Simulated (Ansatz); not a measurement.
# C monolayer: the cell at rest

Wanted: the relaxed cell of C monolayer.

Main program and level: Ansatz 0.2.0; DFT LDA, scalar-relativistic, plane waves, PAW.

## (1) The starting structure

The cell holds 2 atoms: 2 C. Its edges and angles: a = 2.460 Å, b = 2.460 Å, c = 20.000 Å, α = 90.0°, β = 90.0°, γ = 120.0°. Vacuum lies along c.

## (2) A coarse first look

First a cheap look: the gap decides the mesh and the occupations, the pressure tells how far the cell has to move.

The program solves this slab on a cell height of its own, 23.8 Å, in place of the one typed.

File input.yaml:

```yaml
crystal:
  lattice:
    - [2.46, 0.0, 0.0]
    - [-1.23, 2.13042, 0.0]
    - [0.0, 0.0, 20.0]
  atoms:
    - { symbol: C, position: [0.333333, 0.666667, 0.5] }
    - { symbol: C, position: [0.666667, 0.333333, 0.5] }
  periodic: [true, true, false]
kpoints:
  mp_grid: { grid: [9, 9, 1] }
hamiltonian:
  xc: lda
scf:
  occupations: { method: gaussian, width: 0.1 }
output:
  forces: true
  stress: true
  eigenvalues: true
```

The run is started by

```bash
> ansatz run input.yaml --threads 8 --pin off --max-ram 14336MiB --backend cpu --events-out ev --progress --plain --runs-dir out
```

Numbers of over 12 decimals in the logs are rounded to 6 here.

Log:

```text
[...]
k-point 1: bands = ["-23.5997", "-11.8720", "-8.6562", "-8.1391", "-0.7444 (-0.7445°)", "0.1914 (0.1769°)", "0.8318", "1.0966"]
  k-point 2: bands = ["-22.7337", "-11.1700", "-10.8373", "-9.3016", "0.4390 (0.4389°)", "1.3894 (1.3774°)", "2.0523", "2.3032"]
  k-point 11: bands = ["-16.9443", "-16.9443", "-15.1811", "-4.5328", "-4.5328", "5.8629", "8.3764", "8.3764"]
  ° read free of the cell's end (the report's vacuum.weakly_bound_levels)
[key lines of the parts left out:]
SCF converged after 6 iterations
Free energy (F): -485.898757 eV
Fermi energy:    -4.532785 eV
P = ½ c Tr σ = -2.5835 N/m
```

Wall time 0.8 s (8 threads of Arm Neoverse V2, shared host); peak memory 0.31 GiB.

Numbers from this step:

- gap on the k-mesh: 2.75e-13 eV
- direct gap on mesh: 2.75e-13 eV
- area per atom: 2.62 Å²

The coarse mesh shows no gap.

## (3) Bringing the structure to rest

The cell and atoms are relaxed, since residual forces and stress would shift the frequencies.

The program solves this slab on a cell height of its own, 23.8 Å, in place of the one typed.

input.yaml, the sections that differ from step 2:

```yaml
kpoints:
  mp_grid: { grid: [21, 21, 1] }
output:
  forces: true
  stress: true
  eigenvalues: true
  write_density: true
  write_potential: true
  elf: true
  volumetric_format: npy
relax:
  adjacent_minimum: "off"
  f_tol: 0.005
  max_steps: 80
  cell: { stress_2d_tol: 0.02 }
# crystal, hamiltonian, scf: as in step 2
```

Log:

```text
[...]
Crystal: 2 atoms, lattice volume = 124.732 Å³
Basis set: ecut = 420 eV, 2353 PW (Γ)
Bands: 8, of which v1, the nominal top of the filled ones, is band 4 counted from 1 (3 counted from 0)
Symmetry: 24 space group operations
[...]
k-points: 48 of 441
[...]
SCF iter   1: F=—  HF=-485.911804 eV  |F-HF|=—  |Δ(HF+E_count)|=         —  Δρ=2.64e-3  dr2=3.38e-3  ethr=1.77e-3  ⟨swp⟩=7.9  Hψ=3679  notcnv=0
[...]
SCF iter   7: F=-485.912430 eV  HF=-485.912430 eV  |F-HF|=9.09e-13  |Δ(HF+E_count)|=  3.30e-12  Δρ=6.44e-9  dr2=9.76e-14  ethr=1.00e-12  ⟨swp⟩=5.1  Hψ=1714  notcnv=0
SCF 1 converged in 7 iterations: F = -485.912430 eV  dr2 = 9.76e-14
[...]
relax step   1: F+E_penalty+E_count = -485.91243046 eV  Δ(F+E_penalty+E_count) = +0.000e0 eV  max|allowed force component| = 9.067e-16 eV/Å  Δτ_max = 0.0000 Å  P = -2.642 N/m  Ω = 124.732 Å³  fix = [c, alpha, beta]  reactions: c -0.000 N/m  (7 SCF iters, accepted)
Crystal: 2 atoms, lattice volume = 123.762 Å³
Basis set: ecut = 420 eV, 2341 PW (Γ)
[...]
iter 1 solved again at ethr=1.73e-5 eV; its pass at ethr=3.10e-3 eV (dr2=1.38e-3 eV) is discarded
[...]
SCF iter   6: F=-485.917626 eV  HF=-485.917626 eV  |F-HF|=2.44e-11  |Δ(HF+E_count)|=  6.32e-10  Δρ=1.42e-7  dr2=3.59e-11  ethr=1.90e-11  ⟨swp⟩=6.6  Hψ=2305  notcnv=0
SCF 2 converged in 6 iterations: F = -485.917626 eV  dr2 = 3.59e-11
[...]
relax step   2: F+E_penalty+E_count = -485.91762610 eV  Δ(F+E_penalty+E_count) = -5.196e-3 eV  max|allowed force component| = 2.961e-16 eV/Å  Δτ_max = 0.0000 Å  P = -0.986 N/m  Ω = 123.762 Å³  energy of the carried Pulay correction = +5.664e-4 eV  fix = [c, alpha, beta]  reactions: c -0.000 N/m  (6 SCF iters, dr2 threshold 2.00e-7 eV, accepted)
Crystal: 2 atoms, lattice volume = 123.189 Å³
[...]
SCF iter   4: F=-485.918689 eV  HF=-485.918689 eV  |F-HF|=1.82e-10  |Δ(HF+E_count)|=   1.36e-7  Δρ=4.06e-7  dr2=1.47e-10  ethr=6.49e-10  ⟨swp⟩=9.4  Hψ=2893  notcnv=0
SCF 3 converged in 4 iterations: F = -485.918689 eV  dr2 = 1.47e-10
[...]
relax step   3: F+E_penalty+E_count = -485.91868891 eV  Δ(F+E_penalty+E_count) = -1.063e-3 eV  max|allowed force component| = 8.882e-16 eV/Å  Δτ_max = 0.0000 Å  P = +0.023 N/m  Ω = 123.189 Å³  energy of the carried Pulay correction = +9.028e-4 eV  fix = [c, alpha, beta]  reactions: c +0.000 N/m  (4 SCF iters, dr2 threshold 2.00e-7 eV, accepted)
[...]
relax step   4: F+E_penalty+E_count = -485.91868164 eV  Δ(F+E_penalty+E_count) = +7.274e-6 eV  max|allowed force component| = 7.772e-16 eV/Å  Δτ_max = 0.0000 Å  P = -0.000 N/m  Ω = 123.202 Å³  energy of the carried Pulay correction = +8.951e-4 eV  fix = [c, alpha, beta]  reactions: c -0.000 N/m  (3 SCF iters, dr2 threshold 1.32e-9 eV, accepted)
[...]
relax step   5: F+E_penalty+E_count = -485.91781083 eV  Δ(F+E_penalty+E_count) = +8.708e-4 eV  max|allowed force component| = 9.067e-16 eV/Å  Δτ_max = 0.0000 Å  P = -0.029 N/m  Ω = 123.202 Å³  fix = [c, alpha, beta]  reactions: c -0.000 N/m  stress off target by 2.95e-2 N/m on what of the cell is left free  SCF on the basis re-selected at this cell (its energy is not comparable with the rows above)  (5 SCF iters)
[...]
relax step   6: F+E_penalty+E_count = -485.91782105 eV  Δ(F+E_penalty+E_count) = -1.022e-5 eV  max|allowed force component| = 2.961e-16 eV/Å  Δτ_max = 0.0000 Å  P = -0.000 N/m  Ω = 123.186 Å³  energy of the carried Pulay correction = +9.578e-6 eV  fix = [c, alpha, beta]  reactions: c -0.000 N/m  (3 SCF iters, dr2 threshold 2.17e-9 eV, accepted)
[...]
SCF iter   1: F=—  HF=-485.917810 eV  |F-HF|=—  |Δ(HF+E_count)|=         —  Δρ=4.60e-7  dr2=7.19e-11  ethr=2.70e-7  ⟨swp⟩=5.0  Hψ=5228  notcnv=0
eigensolver tolerance schedule: the retry pair's looser diagonalisation over-reported the residual by 300868.09 of it (diagonalisation noise at an unbounded share of the residual, at the tolerance the schedule requests for it); recorded, not acted on — ethr = c·dr2/N_el stays at c = 1.0e-1
[...]
SCF iter   2: F=—  HF=-485.917810 eV  |F-HF|=—  |Δ(HF+E_count)|=   2.42e-8  Δρ=2.58e-7  dr2=3.77e-11  ethr=1.00e-12  ⟨swp⟩=5.6  Hψ=1140  notcnv=0
SCF iter   3: F=-485.917810 eV  HF=-485.917810 eV  |F-HF|=9.09e-13  |Δ(HF+E_count)|=  1.07e-11  Δρ=8.97e-8  dr2=2.45e-12  ethr=1.00e-12  ⟨swp⟩=11.2  Hψ=3108  notcnv=0
SCF 7 converged in 3 iterations: F = -485.917810 eV  dr2 = 2.45e-12
relax step   7: F+E_penalty+E_count = -485.91781000 eV  Δ(F+E_penalty+E_count) = +1.105e-5 eV  max|allowed force component| = 2.405e-16 eV/Å  Δτ_max = 0.0000 Å  P = -0.000 N/m  Ω = 123.186 Å³  fix = [c, alpha, beta]  reactions: c -0.000 N/m  stress off target by 3.67e-4 N/m on what of the cell is left free  SCF on the basis re-selected at this cell (its energy is not comparable with the rows above)  (3 SCF iters)
[...]
WARN: The output density's exchange-correlation potential varies sharply where the density is thin. Do not read a vacuum level from v_tot or v_xc, or from such a field of the output density. On a cell that repeats whose density bears no net charge and no dipole along the vacuum's axis use v_es (v_loc + v_h of the components); under efield.dipole_correction with no amplitude use v_es + v_field, which holds any externa [...]
SCF converged after 3 iterations
Free energy (F): -485.917810 eV
[...]
Internal energy: -485.917298 eV  (E = F + TS)
E sigma→0 (E₀):  -485.917554 eV
Entropy (-TS):   -0.000512 eV (-0.256 meV/atom)
Fermi energy:    -4.479743 eV
[...]
--- 2D stress c σ (N/m, compression-positive) ---
       -0.000367       0.000000       0.000000
        0.000000      -0.000367       0.000000
        0.000000       0.000000       0.000000
  P = ½ c Tr σ = -0.0004 N/m
--- Band table (eV; the first three rows and the last of 48) ---
[...]
° read free of the cell's end (the report's vacuum.weakly_bound_levels)
--- Relaxed structure (5 steps of the walk, 5 accepted, 2 SCFs on fresh bases) ---
  F+E_penalty+E_count = -485.91781000 eV   max|allowed force component| = 2.405e-16 eV/Å   (the final SCF, on the basis selected at the relaxed cell)
  cell:  # Å, volume = 123.1858 Å³
    - [2.444705, 0.0, 0.0]
    - [-1.222353, 2.117177, 0.0]
    - [0.0, 0.0, 23.8]
  atoms:
    - { symbol: C, position: [0.333333, 0.666667, 0.420168] }
    - { symbol: C, position: [0.666667, 0.333333, 0.420168] }
```

Wall time 3.9 s (8 threads); peak memory 0.42 GiB.

The steps of the relaxation:

```tsv
step	energy less that of the first step (eV)	largest force component (eV/Å)	volume (Å³)
1	0.0000	0.0000	124.73
2	-0.0052	0.0000	123.76
3	-0.0063	0.0000	123.19
4	-0.0063	0.0000	123.20
5*	-0.0054	0.0000	123.20
6	-0.0054	0.0000	123.19
7*	-0.0054	0.0000	123.19
```

Relaxation steps marked * repeat the geometry before them on a plane-wave basis chosen anew for their cell, so energy and pressure can jump there.

Forces are held to the 24 operations that the run works with; a distortion that breaks them can't arise in this run.

```tsv
cell as run	before	after	change
a (Å)	2.460	2.445	-0.6 %
b (Å)	2.460	2.445	-0.6 %
```

Final coordinates:

```xyz
2
Lattice="2.4447 0.0000 0.0000 -1.2224 2.1172 0.0000 0.0000 0.0000 23.8000" Properties=species:S:1:pos:R:3
C     0.0000    1.4115   10.0000
C     1.2224    0.7057   10.0000
```

Numbers from this step:

| Property | Result |
| --- | --- |
| gap on the k-mesh | 0 eV |
| area per atom | 2.588 Å² |

Electrostatic potential energy in the ab plane at fractional z = 0.420, with atoms of C within 0.2 Å of it. With pseudopotentials it is smooth inside the atoms' cores, unlike the true potential.

Ten even steps from '_' (-95 eV) to '@' (-5 eV):
```
@@@@@@@@%%******%%@@@@@@@@
@@@@@@##++----++##@@@@@@@@
@@@@##==::..::==##@@@@@@@@
@@%%++::____::++%%@@@@@@@@
%%**--..__..--**%%%%####%%
##**--::::--**##**++==++**
##**++==++**##**--::::--**
%%%%####%%%%**--..__..--**
@@@@@@@@@@%%++::____::++%%
@@@@@@@@@@##==::..::==##@@
@@@@@@@@@@##++----++##@@@@
@@@@@@@@@@%%******%%@@@@@@
@@@@@@@@@@%%####%%@@@@@@@@
```
Columns run along a (2.4 Å; values clipped at the 3rd and 97th percentile), rows up along b (2.4 Å). Atoms in or near the plane, at fractional coordinates: C at (0.33, 0.67), C at (0.67, 0.33).

ELF in the ab plane at fractional z = 0.420, with atoms of C within 0.2 Å of it. It is the smooth field of the valence electrons, not physical close to the nuclei.

Ten even steps from '0' (0.01) to '9' (0.93):
```
0136899986310
1356667665311
4664212466433
7862002687656
9961016998668
9972269996469
9964699962279
9866899610169
7656786200268
4334664212466
1113566766653
0013689998631
0014799997410
```
Columns run along a (2.4 Å), rows up along b (2.4 Å). Atoms in or near the plane, at fractional coordinates: C at (0.33, 0.67), C at (0.67, 0.33).

Valence density in the ab plane at fractional z = 0.420, with atoms of C within 0.2 Å of it. It is the smooth field of the valence electrons, not physical close to the nuclei.

Values in e/Å³, 13 rows by 13 columns:
```
0.2 0.3 0.5 0.8 1.3 1.9 2.1 1.9 1.3 0.8 0.5 0.3 0.2
0.3 0.5 0.7 1.2 1.7 2.1 2.1 1.7 1.2 0.7 0.5 0.3 0.3
0.6 0.8 1.2 1.6 1.9 2.0 1.9 1.6 1.2 0.8 0.6 0.5 0.5
1.0 1.3 1.7 1.9 1.9 1.9 1.9 1.7 1.3 1.0 0.8 0.7 0.8
1.5 1.9 2.1 2.0 1.9 2.0 2.1 1.9 1.5 1.3 1.2 1.2 1.3
2.0 2.1 2.1 1.9 1.9 2.1 2.1 2.0 1.9 1.7 1.6 1.7 1.9
2.0 1.9 1.7 1.6 1.7 1.9 2.0 2.1 2.1 1.9 1.9 2.1 2.1
1.5 1.3 1.2 1.2 1.3 1.5 1.9 2.1 2.0 1.9 2.0 2.1 1.9
1.0 0.8 0.7 0.8 1.0 1.3 1.7 1.9 1.9 1.9 1.9 1.7 1.3
0.6 0.5 0.5 0.6 0.8 1.2 1.6 1.9 2.0 1.9 1.6 1.2 0.8
0.3 0.3 0.3 0.5 0.7 1.2 1.7 2.1 2.1 1.7 1.2 0.7 0.5
0.2 0.2 0.3 0.5 0.8 1.3 1.9 2.1 1.9 1.3 0.8 0.5 0.3
0.2 0.2 0.3 0.6 1.0 1.5 2.0 2.0 1.5 1.0 0.6 0.3 0.2
```
Columns run along a (2.4 Å), rows up along b (2.4 Å). Atoms in or near the plane, at fractional coordinates: C at (0.33, 0.67), C at (0.67, 0.33).

## (4) Relaxation

The relaxation is repeated from its end on the same settings, as a check that it has come to rest.

input.yaml, the sections that differ from step 3:

```yaml
crystal:
  lattice:
    - [2.4447053745, 0.0, 0.0]
    - [-1.2223526873, 2.1171769591, 0.0]
    - [0.0, 0.0, 23.8]
  atoms:
    - { symbol: C, position: [0.3333333333, 0.6666666667, 0.4201680672] }
    - { symbol: C, position: [0.6666666667, 0.3333333333, 0.4201680672] }
  periodic: [true, true, false]
# kpoints, hamiltonian, scf, output, relax: as in step 3
```

Log:

```text
[...]
Crystal: 2 atoms, lattice volume = 123.186 Å³
Basis set: ecut = 420 eV, 2341 PW (Γ)
Bands: 8, of which v1, the nominal top of the filled ones, is band 4 counted from 1 (3 counted from 0)
[... 1 set-up line as in the run before ...]
[...]
k-points: 48 of 441
[...]
° read free of the cell's end (the report's vacuum.weakly_bound_levels)
--- Relaxed structure (1 steps of the walk, 1 accepted, 1 SCFs on fresh bases) ---
[...]
cell:  # Å, volume = 123.1858 Å³
    - [2.444705, 2.886758106985001e-11, 0.0]
    - [-1.222353, 2.117177, 0.0]
    - [0.0, 0.0, 23.8]
  atoms:
    - { symbol: C, position: [0.333333, 0.666667, 0.420168] }
    - { symbol: C, position: [0.666667, 0.333333, 0.420168] }
[key lines of the parts left out:]
SCF converged after 4 iterations
Free energy (F): -485.917810 eV
Fermi energy:    -4.479743 eV
P = ½ c Tr σ = -0.0004 N/m
```

It took 1.3 s on 8 threads; peak memory 0.42 GiB.

Little changed from the start: no atom moved by 0.005 Å and no cell edge by 0.1 %.

Electrostatic potential energy in the ab plane at fractional z = 0.420, with atoms of C within 0.2 Å of it. With pseudopotentials it is smooth inside the atoms' cores, unlike the true potential.

Values in eV, 13 rows by 13 columns:
```
 -5  -5  -8 -12 -22 -33 -38 -34 -22 -13  -8  -6  -5
 -6  -8 -13 -28 -47 -60 -60 -48 -28 -13  -8  -6  -6
 -9 -12 -28 -54 -74 -83 -74 -53 -28 -13  -9  -8  -8
-13 -22 -47 -74 -95 -95 -74 -47 -22 -13 -13 -13 -13
-19 -33 -60 -83 -95 -83 -60 -33 -19 -22 -28 -28 -22
-24 -38 -60 -74 -74 -60 -38 -24 -33 -47 -53 -48 -34
-24 -34 -48 -53 -47 -33 -24 -38 -60 -74 -74 -60 -38
-19 -22 -28 -28 -22 -19 -33 -60 -83 -95 -83 -60 -33
-13 -13 -13 -13 -13 -22 -47 -74 -95 -95 -74 -47 -22
 -9  -8  -8  -9 -13 -28 -53 -74 -83 -74 -54 -28 -12
 -6  -6  -6  -8 -13 -28 -48 -60 -60 -47 -28 -13  -8
 -5  -5  -6  -8 -13 -22 -34 -38 -33 -22 -12  -8  -5
 -5  -5  -6  -9 -13 -19 -24 -24 -19 -13  -9  -6  -5
```
Columns run along a (2.4 Å; values clipped at the 3rd and 97th percentile), rows up along b (2.4 Å). Atoms in or near the plane, at fractional coordinates: C at (0.33, 0.67), C at (0.67, 0.33).

Valence density in the ab plane at fractional z = 0.420, with atoms of C within 0.2 Å of it. It is the smooth field of the valence electrons, not physical close to the nuclei.

Ten even steps from '_' (0.2 e/Å³) to '@' (2.1 e/Å³):
```
____..--++%%@@%%++--..____
__..::++##@@@@##++::..____
::--++##@@@@@@##++--::....
==++##@@%%%%@@##++==--::--
##%%@@@@%%@@@@%%##++++++++
@@@@@@@@@@@@@@@@%%######%%
@@%%######%%@@@@@@@@@@@@@@
##++++++++##%%@@@@%%@@@@%%
==--::--==++##@@%%%%@@##++
::....::--++##@@@@@@##++--
______..::++##@@@@##++::..
______..--++%%@@%%++--..__
______::==##@@@@##==::____
```
Columns run along a (2.4 Å), rows up along b (2.4 Å). Atoms in or near the plane, at fractional coordinates: C at (0.33, 0.67), C at (0.67, 0.33).

ELF in the ab plane at fractional z = 0.420, with atoms of C within 0.2 Å of it. It is the smooth field of the valence electrons, not physical close to the nuclei.

Ten even steps from '0' (0.01) to '9' (0.93):
```
0136899986310
1356667665311
4664212466433
7862002687656
9961016998668
9972269996469
9964699962279
9866899610169
7656786200268
4334664212466
1113566766653
0013689998631
0014799997410
```
Columns run along a (2.4 Å), rows up along b (2.4 Å). Atoms in or near the plane, at fractional coordinates: C at (0.33, 0.67), C at (0.67, 0.33).

## (5) Tight relaxation

Phonons need a cell at rest on their own settings, so the relaxation is repeated with tight tolerances on forces and stress on the k mesh and occupations of the first response run.

Changes to input.yaml since step 4:

```diff
@@ -14,3 +14,3 @@
 scf:
-  occupations: { method: gaussian, width: 0.1 }
+  occupations: { method: methfessel_paxton, width: 0.15 }
 output:
@@ -25,4 +25,4 @@
   adjacent_minimum: "off"
-  f_tol: 0.005
-  max_steps: 80
-  cell: { stress_2d_tol: 0.02 }
+  f_tol: 0.001
+  max_steps: 60
+  cell: { stress_2d_tol: 0.002 }
```

Log:

```text
[...]
Crystal: 2 atoms, lattice volume = 123.186 Å³
Basis set: ecut = 420 eV, 2341 PW (Γ)
Bands: 8, of which v1, the nominal top of the filled ones, is band 4 counted from 1 (3 counted from 0)
[... 1 set-up line as in the run before ...]
[...]
k-points: 48 of 441
[...]
° read free of the cell's end (the report's vacuum.weakly_bound_levels)
--- Relaxed structure (1 steps of the walk, 1 accepted, 1 SCFs on fresh bases) ---
[...]
cell:  # Å, volume = 123.1858 Å³
    - [2.444705, 2.886758106985001e-11, 0.0]
    - [-1.222353, 2.117177, 0.0]
    - [0.0, 0.0, 23.8]
  atoms:
    - { symbol: C, position: [0.333333, 0.666667, 0.420168] }
    - { symbol: C, position: [0.666667, 0.333333, 0.420168] }
[key lines of the parts left out:]
SCF converged after 6 iterations
Free energy (F): -485.917682 eV
Fermi energy:    -4.479743 eV
P = ½ c Tr σ = -0.0004 N/m
```

Wall time 1.4 s (8 threads); peak memory 0.41 GiB.

Little changed from the start: no atom moved by 0.005 Å and no cell edge by 0.1 %.

Electrostatic potential energy in the ab plane at fractional z = 0.420, with atoms of C within 0.2 Å of it. With pseudopotentials it is smooth inside the atoms' cores, unlike the true potential.

Ten even steps from '0' (-95 eV) to '9' (-5 eV):
```
9999866689999
9997533579999
9974212479999
9852002589999
8631013688778
7632236765456
7654567632236
8877886310136
9999985200258
9999974212479
9999975335799
9999986668999
9999987789999
```
Columns run along a (2.4 Å; values clipped at the 3rd and 97th percentile), rows up along b (2.4 Å). Atoms in or near the plane, at fractional coordinates: C at (0.33, 0.67), C at (0.67, 0.33).

ELF in the ab plane at fractional z = 0.420, with atoms of C within 0.2 Å of it. It is the smooth field of the valence electrons, not physical close to the nuclei.

Ten even steps from '0' (0.01) to '9' (0.93):
```
0136899986310
1356667665311
4664212466433
7862002687656
9961016998668
9972269996469
9964699962279
9866899610169
7656786200268
4334664212466
1113566766653
0013689998631
0014799997410
```
Columns run along a (2.4 Å), rows up along b (2.4 Å). Atoms in or near the plane, at fractional coordinates: C at (0.33, 0.67), C at (0.67, 0.33).

Valence density in the ab plane at fractional z = 0.420, with atoms of C within 0.2 Å of it. It is the smooth field of the valence electrons, not physical close to the nuclei.

Ten even steps from '_' (0.2 e/Å³) to '@' (2.1 e/Å³):
```
____..--++%%@@%%++--..____
__..::++##@@@@##++::..____
::--++##@@@@@@##++--::....
==++##@@%%%%@@##++==--::--
##%%@@@@%%@@@@%%##++++++++
@@@@@@@@@@@@@@@@%%######%%
@@%%######%%@@@@@@@@@@@@@@
##++++++++##%%@@@@%%@@@@%%
==--::--==++##@@%%%%@@##++
::....::--++##@@@@@@##++--
______..::++##@@@@##++::..
______..--++%%@@%%++--..__
______::==##@@@@##==::____
```
Columns run along a (2.4 Å), rows up along b (2.4 Å). Atoms in or near the plane, at fractional coordinates: C at (0.33, 0.67), C at (0.67, 0.33).

The forces vanish by symmetry, within the tolerances set.

## (6) What came out

| Item | Value |
| --- | --- |
| space group after relaxation (within 0.01 Å) | P6/mmm |
| lattice constant a | 2.445 Å |
| lattice constant b | 2.445 Å |
| area per atom | 2.59 Å² |

**Reading.** The forces vanish by symmetry, within the tolerances set. The relaxation keeps the symmetry of its start, so it says nothing on stability against lower symmetry. The starting cell was built on a prototype and not taken from a measurement.

[Logs are printed without paths, hosts, clocks, repeated set-up lines and the standing remarks that a program may print on its own settings, such as how far it seeks lower states.]

[Hosts, paths, dates, database ids (printed as entryN), source tags and the programs' standing remarks are cut or masked in the printed files.]
